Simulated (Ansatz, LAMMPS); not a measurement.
**Electronic structure of liquid mixture of acetonitrile and H2O at 300 K (204 atoms)**

What does DFT give for liquid mixture of acetonitrile and H2O at 300 K (204 atoms) as built?

Calculated with Ansatz 0.2.0; Kohn-Sham DFT, PBEsol, PAW (set soft_2), plane waves.

## 1. Starting point

The cell holds 204 atoms: 58 C, 29 N, 107 H and 10 O. Cell: a = 14.152 Å, b = 14.152 Å, c = 14.152 Å, α = 90.0°, β = 90.0°, γ = 90.0°. 29 acetonitrile, 10 H2O placed at random, at 0.803 g/cm³; overlaps pushed apart, then 10 ps at 450 K with MMFF94 bonds, angles, torsions, charges and radii (Halgren, J. Comput. Chem. 17, 490 (1996)) in harmonic and 12-6 forms; SPC/E water (Berendsen, Grigera and Straatsma, J. Phys. Chem. 91, 6269 (1987)). Snapshot after 20 ps at 300 K and fixed volume.

Before any run, some limits are plain. The network of contacts between molecules at the start is that of the classical potential that made the cell, and needn't be the one that DFT or experiment would give. The functional has no dispersion term, which matters for the binding between molecules or layers. The density was typed from a rule of thumb and may lie off the real one at this temperature. The Brillouin zone is sampled at Γ only, in a cell whose shortest periodic width is 14 Å.

## 2. How the cell was made

A classical potential makes the cell, at a small fraction of what the same run would cost in DFT.

This step: classical MD, MMFF94 bonds, angles, torsions, charges and radii (Halgren, J. Comput. Chem. 17, 490 (1996)) in harmonic and 12-6 forms; SPC/E water (Berendsen, Grigera and Straatsma, J. Phys. Chem. 91, 6269 (1987)) (LAMMPS 22 Jul 2025 - Update 4).

in.lmp reads:

```
# liquid mixture of acetonitrile and H2O
units real
atom_style full
boundary p p p
bond_style harmonic
angle_style harmonic
dihedral_style opls
improper_style harmonic
special_bonds lj 0 0 0.5 coul 0 0 0.75
read_data data.lmp
neigh_modify delay 0 every 1 check yes one 4000
comm_modify cutoff 12.0
timestep 0.5
thermo_style custom step time temp pe press density
thermo_modify norm yes
# push overlapping molecules apart
pair_style soft 2.6
pair_coeff * * 0.0
variable a equal ramp(1,60)
fix ad all adapt 1 pair soft a * * v_a
velocity all create 450 627906 mom yes dist gaussian
fix lim all nve/limit 0.03
fix lan all langevin 450 450 50 627907 zero yes
thermo 1000
run 3000 post no
unfix ad
pair_style lj/cut/coul/long 9.0
pair_modify mix arithmetic tail yes
pair_coeff 1 1 0.0678 3.3680   # C
pair_coeff 2 2 0.0678 3.5530   # C
pair_coeff 3 3 0.0721 3.3270   # N
pair_coeff 4 4 0.0216 2.5400   # H
pair_coeff 5 5 0.1553 3.1660   # O
pair_coeff 6 6 0.0000 1.0000   # H
# [... 19 lines left out ...]
compute msd all msd com yes
thermo 5000
fix md all nvt temp 300 300 100
run 20000 post no
print "== T300: mean square displacement over the hold $(c_msd[4]:%.2f) A^2"
unfix md
uncompute msd
write_dump all custom T300.dump id type xs ys zs modify sort id
```

Started as:

```bash
$ lmp -in in.lmp -log none -nocite
```

Numbers of over 12 decimals in the logs are rounded to 6 here.

What it wrote:

```text
LAMMPS (22 Jul 2025 - Update 4)
Reading data file ...
  orthogonal box = (0 0 0) to (14.1522 14.1522 14.1522)
  204 atoms
  orthogonal box = (0 0 0) to (14.1522 14.1522 14.1522)
  165 bonds
  213 angles
   Step          Time           Temp          PotEng         Press         Density
         0   0              450            0.085005299    4054.0515      0.80299988
      1000   500            427.06471      0.99271736     9070.3304      0.80299988
      2000   1000           391.03788      0.82919052     8970.0397      0.80299988
      3000   1500           400.92326      0.81654354     6133.3364      0.80299988
Loop time of 0.202674 s on 1 MPI rank(s) for 3000 steps with 204 atoms
PPPM initialization ...
  G vector (1/distance) = 0.29159462
  grid = 8 8 8
  estimated relative force accuracy = 3.1177516e-05
   Step          Time           Temp          PotEng         Press         Density
      3000   1500           400.92326      0.3059447      8102.6971      0.80299988
[... 13 lines left out ...]
      2000   1000           419.27029     -0.63234826     2577.6028      0.80299988
Loop time of 1.25251 s on 1 MPI rank(s) for 2000 steps with 204 atoms
   Step          Time           Temp          PotEng         Press         Density
      2000   1000           440.99414     -0.71497216     4776.4837      0.80299988
[... 5 lines left out ...]
Loop time of 6.81121 s on 1 MPI rank(s) for 10000 steps with 204 atoms
   Step          Time           Temp          PotEng         Press         Density
[... 4 lines left out ...]
Loop time of 3.36976 s on 1 MPI rank(s) for 5000 steps with 204 atoms
   Step          Time           Temp          PotEng         Press         Density
[... 2 lines left out ...]
     25000   24000          301.96895     -1.0956716      4094.7768      0.80299988
     30000   29000          287.76466     -0.98032198     4517.1177      0.80299988
     35000   34000          287.80801     -1.0430439     -177.56592      0.80299988
     37000   36000          317.56676     -1.1758149      574.77815      0.80299988
Loop time of 13.2246 s on 1 MPI rank(s) for 20000 steps with 204 atoms
== T300: mean square displacement over the hold 23.36 A^2
```

Elapsed: 25 s, on 1 thread of Arm Neoverse V1, shared host; peak memory 0.13 GiB.

The input also reads data.lmp (atoms, bonds and types; not printed here).

## 3. Plane-wave single point

The electrons are solved once, with the atoms held.

input.yaml reads:

```yaml
crystal:
  lattice:
    - [14.1522, 0.0, 0.0]
    - [0.0, 14.1522, 0.0]
    - [0.0, 0.0, 14.1522]
  atoms:
    - { symbol: C, position: [0.75584, 0.23518, 0.79878] }
    - { symbol: C, position: [0.73003, 0.14366, 0.75138] }
    - { symbol: "N", position: [0.70689, 0.07479, 0.71157] }
    - { symbol: H, position: [0.76425, 0.29194, 0.74993] }
    - { symbol: H, position: [0.70622, 0.25456, 0.85695] }
    - { symbol: H, position: [0.82581, 0.23022, 0.83101] }
    - { symbol: C, position: [0.74079, 0.79538, 0.50404] }
    - { symbol: C, position: [0.8194, 0.72939, 0.51763] }
    - { symbol: "N", position: [0.88816, 0.68532, 0.53698] }
    - { symbol: H, position: [0.72578, 0.83719, 0.56416] }
    - { symbol: H, position: [0.75119, 0.84226, 0.44153] }
    - { symbol: H, position: [0.676, 0.75695, 0.49752] }
    - { symbol: C, position: [0.91335, 0.89994, 0.70828] }
    - { symbol: C, position: [0.94572, 0.95734, 0.78647] }
    - { symbol: "N", position: [0.96577, 0.99649, 0.85615] }
    - { symbol: H, position: [0.93471, 0.91648, 0.63545] }
    - { symbol: H, position: [0.93682, 0.8258, 0.71858] }
    - { symbol: H, position: [0.83628, 0.9076, 0.70687] }
    - { symbol: C, position: [0.94905, 0.97142, 0.38531] }
    - { symbol: C, position: [0.94746, 0.02623, 0.30081] }
    - { symbol: "N", position: [0.9605, 0.07152, 0.2344] }
    - { symbol: H, position: [0.01539, 0.93072, 0.38576] }
    - { symbol: H, position: [0.95442, 0.02213, 0.43704] }
    - { symbol: H, position: [0.88904, 0.92624, 0.39768] }
    - { symbol: C, position: [0.53801, 0.70145, 0.19959] }
    - { symbol: C, position: [0.62481, 0.70108, 0.25129] }
    - { symbol: "N", position: [0.69591, 0.70913, 0.29481] }
    - { symbol: H, position: [0.4891, 0.75559, 0.22545] }
    - { symbol: H, position: [0.55734, 0.71883, 0.12669] }
    - { symbol: H, position: [0.51636, 0.62952, 0.2041] }
    - { symbol: C, position: [0.08525, 0.71444, 0.59406] }
    - { symbol: C, position: [0.18055, 0.69321, 0.61464] }
    [... 166 atom lines left out ...]
    - { symbol: O, position: [0.52239, 0.36732, 0.80047] }
    - { symbol: H, position: [0.46842, 0.36155, 0.84572] }
    - { symbol: H, position: [0.51728, 0.42845, 0.7654] }
    - { symbol: O, position: [0.46324, 0.65829, 0.60797] }
    - { symbol: H, position: [0.39848, 0.67995, 0.62612] }
    - { symbol: H, position: [0.47955, 0.68374, 0.5441] }
kpoints:
  mp_grid: { grid: [1, 1, 1] }
hamiltonian:
  xc: pbesol
scf:
  occupations: { method: fixed }
output:
  forces: true
  stress: true
  populations: true
  dos:
    method: { smearing: { sigma: 0.15 } }
    de: 0.1
    projected: { site_lists: { C: [C], H: [H], "N": ["N"], O: [O] } }
  eigenvalues: true
  write_density: true
  write_potential: true
  volumetric_format: npy
```

Started as:

```bash
$ ansatz run input.yaml --threads 8 --pin off --max-ram 15872MiB --backend cpu --events-out ev --progress --plain --runs-dir out
```

What it wrote:

```text
Engine: ansatz 0.2.0, aarch64-unknown-linux-gnu
Pseudopotentials: kind: paw
Pseudopotential: C, paw, valence charge 4, recommended cutoff 420 eV (normal), C.paw.azcp
Pseudopotential: N, paw, valence charge 5, recommended cutoff 420 eV (normal), N.paw.azcp
Pseudopotential: H, paw, valence charge 1, recommended cutoff 420 eV (normal), H.paw.azcp
Pseudopotential: O, paw, valence charge 6, recommended cutoff 420 eV (normal), O.paw.azcp
[... 3 lines on functional and potentials left out ...]
Crystal: 204 atoms, lattice volume = 2834.470 Å³
Basis set: ecut = 420 eV, 55467 PW (Γ), exchange–correlation on 192×192×192 points (8 copies of the dense FFT grid, shifted against one another)
Bands: 476, of which v1, the nominal top of the filled ones, is band 272 counted from 1 (271 counted from 0)
Symmetry: 1 space group operations
Space group: P1 (ITA 1), of the structure as read, at distance tolerance 1.4e-4 Å
k-points: 1
[... 12 lines on functional and potentials left out ...]
Initial density: superposition of atomic densities (neutral atoms: chi_scale 0, normalization atom), corrected by the library's trained network
Initial wavefunctions: pseudopotential atomic-orbital guess
Functional: x = pbesol(κ = 0.804, μ = 0.123457), c = pbesol(β = 0.046)
SCF iter   1: F=—  HF=-32558.316437 eV  |F-HF|=—  |Δ(HF+E_count)|=         —  Δρ=4.35e-3  dr2=5.78e-1  ethr=1.77e-3  ⟨swp⟩=5.0  Hψ=1621  notcnv=0  defer=201
preconditioner: auto → Resta (q_TF=auto, 2.072 Å⁻¹)  ε∞=2.3  [insulator: Δε(μ)=4.420 eV  Ē_g=14.464 eV  n_scr=436 (ndim 8)  ℏωp=16.3 eV  f_vac=0.284  ε∞_Penn≈2.3]
SCF iter   2: F=—  HF=-32558.309041 eV  |F-HF|=—  |Δ(HF+E_count)|=   7.40e-3  Δρ=1.98e-3  dr2=1.40e-1  ethr=1.06e-4  ⟨swp⟩=2.0  Hψ=825  notcnv=0  defer=201
SCF iter   3: F=—  HF=-32558.331335 eV  |F-HF|=—  |Δ(HF+E_count)|=   2.23e-2  Δρ=1.12e-3  dr2=5.49e-2  ethr=2.58e-5  ⟨swp⟩=4.0  Hψ=553  notcnv=0  defer=202
SCF iter   4: F=—  HF=-32558.339792 eV  |F-HF|=—  |Δ(HF+E_count)|=   8.46e-3  Δρ=5.63e-4  dr2=1.21e-2  ethr=1.01e-5  ⟨swp⟩=4.0  Hψ=544  notcnv=0  defer=202
SCF iter   5: F=—  HF=-32558.339895 eV  |F-HF|=—  |Δ(HF+E_count)|=   1.03e-4  Δρ=2.09e-4  dr2=1.59e-3  ethr=2.23e-6  ⟨swp⟩=3.0  Hψ=552  notcnv=0  defer=202
SCF iter   6: F=—  HF=-32558.340311 eV  |F-HF|=—  |Δ(HF+E_count)|=   4.15e-4  Δρ=9.32e-5  dr2=3.09e-4  ethr=2.92e-7  ⟨swp⟩=2.0  Hψ=823  notcnv=0  defer=202
SCF iter   7: F=—  HF=-32558.340364 eV  |F-HF|=—  |Δ(HF+E_count)|=   5.35e-5  Δρ=5.58e-5  dr2=1.06e-4  ethr=5.68e-8  ⟨swp⟩=2.0  Hψ=540  notcnv=0  defer=201
SCF iter   8: F=—  HF=-32558.340419 eV  |F-HF|=—  |Δ(HF+E_count)|=   5.43e-5  Δρ=1.34e-5  dr2=5.33e-6  ethr=1.94e-8  ⟨swp⟩=2.0  Hψ=507  notcnv=0  defer=201
SCF iter   9: F=—  HF=-32558.342709 eV  |F-HF|=—  |Δ(HF+E_count)|=   2.29e-3  Δρ=8.96e-6  dr2=2.59e-6  ethr=9.79e-10  ⟨swp⟩=2.0  Hψ=748  notcnv=0  defer=201
SCF iter  10: F=—  HF=-32558.342710 eV  |F-HF|=—  |Δ(HF+E_count)|=   2.92e-7  Δρ=3.06e-6  dr2=3.30e-7  ethr=4.76e-10  ⟨swp⟩=2.0  Hψ=548  notcnv=0  defer=201
SCF iter  11: F=-32558.342710 eV  HF=-32558.342710 eV  |F-HF|=1.35e-8  |Δ(HF+E_count)|=   1.46e-7  Δρ=1.31e-6  dr2=4.99e-8  ethr=1.84e-11  ⟨swp⟩=22.0  Hψ=4793  notcnv=0
SCF 1 converged in 11 iterations: F = -32558.342710 eV  dr2 = 4.99e-8
  greatest PAW one-centre occupation: 0.863 electrons in one spin orbital (limit 2), on the O atom at site 183 (counted from 0), in its partial waves of l = 0
WARN: The input density's exchange-correlation potential varies sharply where the density is thin. Do not read a vacuum level from v_tot or v_xc, or from such a field of the output density. On a cell that repeats whose density bears no net charge and no dipole along the vacuum's axis use v_es (v_loc + v_h of the components); [...]
SCF converged after 11 iterations
Free energy (F): -32558.342710 eV
Harris-Foulkes:  -32558.342710 eV  (|F-HF|=1.35e-8)
Internal energy: -32558.342710 eV  (E = F + TS)
E sigma→0 (E₀):  -32558.342710 eV
Fermi energy:    -2.009395 eV
--- Per-component energies (eV) ---
  E_band       = -4838.532227
  E_kinetic    = 12037.320336
  E_local      = -37464.404587  (includes V_loc(G=0)·N_el)
  E_nonlocal   = 3653.898529
  E_hartree    = 12975.254889
  E_xc         = -6031.492421
  E_vxc        = -7618.610980  (∫ρ·V_xc dr)
  E_paw        = -10677.554378  (= ΣΔE_a)
  E_vpaw       = -1397.140827  (= ΣTr[D̂ρ^β])
  E_aug_tail   = -0.110005  (compensation charges beyond the density's cutoff)
  E_ewald      = -7053.646649
  E_core_change = 2.391574  (= ΣΔE_core)
  E_smearing   = -0.000000  (= −TS)
  E_closure    = -0.000000  (closes the sum)
  Σ components = -32558.342710   (vs F -32558.342710, Δ=0.00e0)
--- Forces (eV/Å), atoms counted from 1 ---
  atom   1  C     -0.34659683    -1.94095834     0.59946576
  atom   2  C     -0.02983520     0.90497739     0.19991563
  atom   3  N      0.50525473     0.96646261     0.67756593
  atom   4  H     -0.41214793     0.77230180    -1.02507590
  atom   5  H      0.04038657    -0.21709487    -0.56329979
  atom   6  H      0.29398670    -0.45068587     0.19576130
  atom   7  C      0.90499591    -0.73487256    -1.16221822
  atom   8  C      1.80302502    -0.27974482     0.94184243
  atom   9  N     -2.42143667     1.16579950    -0.86811256
  atom  10  H      0.38641377     1.00898623     1.36251373
  atom  11  H      0.01118310    -0.46594472     0.34590343
  atom  12  H     -0.88471686    -0.75161106    -0.67399062
  atom  13  C     -0.00338565    -0.26377077    -0.17237415
  atom  14  C      0.23471543     0.07636397     0.12216800
[...]
atom 203  H      0.56450444    -0.32373912    -0.61207677
  atom 204  H     -0.48519550     0.23899801     0.34361286
  max |Σ_I F_I| component: 1.13e-4 eV/Å
--- Stress (GPa, compression-positive) ---
       -0.560610      -0.014941      -0.170296
       -0.014941      -0.200173      -0.378375
       -0.170296      -0.378375       0.275366
  P = ⅓ Tr σ = -0.1618 GPa (-1.618 kbar)
--- Band table (eV) ---
  k-point 0: bands = ["-21.1733", "-20.6852", "-20.6380", "-20.3346", [... 460 levels ...], "8.3889", "8.4007", "8.4367", "8.4756", "8.4975", "8.5387", "8.5502", "8.5790", "8.5926", "8.6237", "8.6421", "8.6652"]
--- Löwdin populations: 204 sites ---
  site symbol       q [e]
     0      C      4.5016
     1      C      3.7394
     2      N      5.2304
[...]
203      H      0.6135
  spilling = 0.015153 (of n_electrons = 544.000000)
```

Run time: 35 s. Hardware: 8 threads of Arm Neoverse V1, shared host; peak memory 3.8 GiB; 4.4 min of CPU time.

The program notes that the exchange-correlation potential is rough where the density is thin.

Read from the output:

| Property | Result |
| --- | --- |
| free energy | -32558.3427 eV |
| free energy per atom | -159.5997 eV/atom |
| SCF cycles | 11 |
| pressure | -0.1618 GPa |
| r.m.s. force component | 0.8974 eV/Å |
| longest force | 5.628 eV/Å |
| Fermi energy | -2.009 eV |
| gap (highest filled to lowest empty level) | 4.292 eV |
| spilling of the projection | 0.01515 |

Neighbours are counted within 1.34 Å (H-C), 1.21 Å (H-O), 1.85 Å (C-C), 1.62 Å (C-N).

Length of the force by element and coordination:

| element | coordination | atoms | mean length of the force (eV/Å) | spread | least | most |
| --- | --- | --- | --- | --- | --- | --- |
| C | all | 58 | 1.87 | 0.995 | 0.275 | 5.63 |
| C | 2 | 29 | 2.00 | 1.18 | 0.275 | 5.63 |
| C | 4 | 29 | 1.75 | 0.746 | 0.315 | 3.67 |
| H | all | 107 | 0.929 | 0.570 | 0.164 | 3.57 |
| N | all | 29 | 1.55 | 1.06 | 0.241 | 4.34 |
| O | all | 10 | 0.468 | 0.148 | 0.247 | 0.650 |

Löwdin charges by element and coordination (they lack the spilled electrons, 0.040 e an atom on average):

| element | coordination | atoms | mean charge (e) | spread | least | most |
| --- | --- | --- | --- | --- | --- | --- |
| C | all | 58 | -0.131 | 0.376 | -0.531 | 0.284 |
| C | 2 | 29 | 0.244 | 0.0185 | 0.218 | 0.284 |
| C | 4 | 29 | -0.506 | 0.0119 | -0.531 | -0.483 |
| H | all | 107 | 0.278 | 0.0503 | 0.23 | 0.394 |
| N | all | 29 | -0.227 | 0.0153 | -0.258 | -0.178 |
| O | all | 10 | -0.728 | 0.0216 | -0.753 | -0.675 |

States in the cell by windows of 1 eV, zero at the Fermi level; the larger projections on atomic orbitals stand beside the total:

| from (eV) | to (eV) | total | C p | N p | H s | O p |
| --- | --- | --- | --- | --- | --- | --- |
| -10 | -8 | 0.0 | 0.0 | 0.0 | 0.0 | 0.0 |
| -8 | -7 | 25.6 | 11.6 | 0.8 | 5.2 | 3.3 |
| -7 | -6 | 53.9 | 24.8 | 1.4 | 11.2 | 7.9 |
| -6 | -5 | 87.1 | 56.1 | 4.4 | 22.3 | 1.6 |
| -5 | -4 | 33.2 | 18.8 | 3.4 | 7.4 | 1.9 |
| -4 | -3 | 36.1 | 3.8 | 18.6 | 1.1 | 3.8 |
| -3 | -2 | 126.1 | 38.2 | 62.3 | 8.8 | 7.7 |
| -2 | -1 | 31.8 | 7.8 | 10.7 | 1.8 | 10.6 |
| -1 | 0 | 13.5 | 0.1 | 0.1 | 0.0 | 13.0 |
| 0 | 1 | 0.7 | 0.0 | 0.0 | 0.0 | 0.7 |
| 1 | 4 | 0.0 | 0.0 | 0.0 | 0.0 | 0.0 |
| 4 | 5 | 44.0 | 15.7 | 13.3 | 8.5 | 0.3 |

With fixed occupations the program's Fermi level is the highest filled level; weight inside the gap is the broadening of levels at its edges.

Between -20 and -10 eV lie 136 more states.

The levels nearest the highest filled one (over half full), pooled over k-points and spins:

| level less the highest filled one (eV) | occupation |
| --- | --- |
| -0.727 | 2 |
| -0.634 | 2 |
| -0.576 | 2 |
| -0.327 | 2 |
| -0.300 | 2 |
| 0 | 2 |
| 4.29 | 0 |
| 4.43 | 0 |
| 4.57 | 0 |
| 4.59 | 0 |
| 4.65 | 0 |
| 4.68 | 0 |

Electrostatic potential energy in the ac plane at fractional y = 0.360, with atoms of C and N and H and O within 0.2 Å of it. With pseudopotentials it is smooth inside the atoms' cores, unlike the true potential.

Values in eV, 13 rows by 16 columns, each cell a mean:
```
 -8 -19   1   4   4  -8 -36  -1   4   3   0   2   4   4   3   3
 -7 -21   1   4   3   3   0 -10  -3   5   5   4   4   4   4   3
  4   4   4   2  -4   3   4  -7 -32  -1   5   4   3   4   4   4
  4   4   4   2  -4   3   4   4   2   5   5   4   3   4   4   4
  2   3   3   4   4   4   5   4   4   4  -1  -2   3   4   2   1
 -2  -5   2   4   1 -13   3   4   4   4   1   1   4   4   2  -1
 -8   2   4   4   3   2   4   4   4   4   3   3   3   4   3  -7
  3   1  -9  -3   2   3   4   4   2 -10  -5   2   2   4   3   2
  4  -4 -26 -11   2   3   3   4   0 -27 -13   2   3   3   3   3
 -1   4   4   3   3   3   3   3   3   2   3   4   3  -6  -7  -2
  2   4   5   4  -6 -14 -12   1   3   4   4   4   3 -21 -19  -1
  3   4   4   4   0 -18 -23   1   3   3  -1   2   4   3   2   3
  2   2   4   4   3 -19 -30   1   4   0 -31 -15   4   4   4   3
```
Columns run along a (14.2 Å; values clipped at the 3rd and 97th percentile), rows up along c (14.2 Å). Atoms in or near the plane, at fractional coordinates: C at (0.37, 0.13), C at (0.37, 0.03), N at (0.39, 0.95), H at (0.30, 0.16), C at (0.07, 0.91), C at (0.60, 0.35), C at (0.66, 0.03), C at (0.86, 0.20), H at (0.99, 0.48), O at (0.52, 0.80), H at (0.47, 0.85).

(Part 1 of 2 ends here.)

[Logs are printed without paths, hosts, clocks, repeated set-up lines and the standing remarks that a program may print on its own settings, such as how far it seeks lower states.]

[Hosts, paths, dates, database ids (printed as entryN), source tags and the programs' standing remarks are cut or masked in the printed files.]

[The MMFF94 radii named for the starting cell were scaled by 0.96; in molecules described by MMFF94, hydrogen bound to N, O or S took a small fixed 12-6 site in their place.]
